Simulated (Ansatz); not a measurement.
**What do other settings change for 1T-ZrS2 zigzag nanoribbon, bare edges, Se on S sites (64 atoms)?**

The cell holds 64 atoms: 22 Zr, 37 S and 5 Se. Cell: a = 7.320 Å, b = 42.753 Å, c = 12.920 Å, α = 90.0°, β = 90.0°, γ = 90.0°. It derives from ZrS2 (1T-ZrS2) and ZrSe2. 1T-ZrS2 (a = 3.66 Å), rectangular cell with x along the zigzag direction; strip nominally 33 Å wide, 2 periods, 10 Å of vacuum, 5 of 42 S replaced by Se at random; not relaxed, displaced by a Gaussian of 0.02 Å. Vacuum lies along b and c. The structure repeats along a.

Geometry: as built.

Reference run: Kohn-Sham DFT, PBE, PAW (set soft_2, large core), plane waves (Ansatz 0.2.0), cutoff 420 eV, k-mesh 2×1×1, fermi-dirac smearing of 0.025 eV.

```
r.m.s. force component                           : 0.5747 eV/Å
spacing of highest filled and lowest empty level : 0.0727 eV
SCF cycles                                       : 19
time                                             : 1.7 min on 8 threads of Arm Neoverse V2, shared host
```

**Question.** The same geometry is run again with each of these changes. How far do the results move, and how long does each run take?
- support functions low
- support functions medium
- support functions medium, spacing 0.411 Å
- support functions medium, spacing 0.343 Å
- support functions medium, spacing 0.297 Å
- support functions medium, spacing 0.263 Å

Differences are against the plane-wave reference (Kohn-Sham DFT, PBE, PAW (set soft_2, large core), plane waves), whose r.m.s. force component is 0.575 eV/Å. Energies are set beside the reference only for runs with its functional, potentials and electron count. Times are for 8 threads of Arm Neoverse V2, shared host. The reference's time includes the DOS, ELF and grids, which some other runs skip.

```csv
run,"Δ force, r.m.s. (meV/Å)",share of r.m.s. force (%),Δ energy (meV/atom),cycles,time,host memory (GiB)
reference,-,-,-,19,1.7 min,12
support functions low,0.325,0.0565,-0.342,27,2.1 min,5.0
support functions medium,0.326,0.0568,-0.343,29,2.3 min,5.1
"support functions medium, spacing 0.411 Å",98.9,17.2,37.8,31,60 s,2.9
"support functions medium, spacing 0.343 Å",10.4,1.80,-2.28,29,71 s,3.5
"support functions medium, spacing 0.297 Å",8.02,1.40,0.130,28,79 s,3.9
"support functions medium, spacing 0.263 Å",0.414,0.072,-0.556,28,94 s,4.3
```

Among numerical settings the force difference runs from 0.33 meV/Å (support functions low) to 99 meV/Å (support functions medium, spacing 0.411 Å). At 64 atoms the fastest of the runs at a preset level, support functions low, takes roughly 1.2 times the time of plane waves (whose run also made extra analyses, so the like-for-like ratio is larger), in 27 SCF cycles against 19. Differences between support functions and plane waves include what basis error the plane-wave run still has. As the typed spacing goes from 0.263 to 0.411 Å, the force difference goes from 0.41 to 99 meV/Å, and the time from 94 s to 60 s. The main run has no spin polarisation, so any moments at edges, vacancies or dangling bonds can't form in it.

[Logs are printed without paths, hosts, clocks, repeated set-up lines and the standing remarks that a program may print on its own settings, such as how far it seeks lower states.]

[Hosts, paths, dates, database ids (printed as entryN), source tags and the programs' standing remarks are cut or masked in the printed files.]
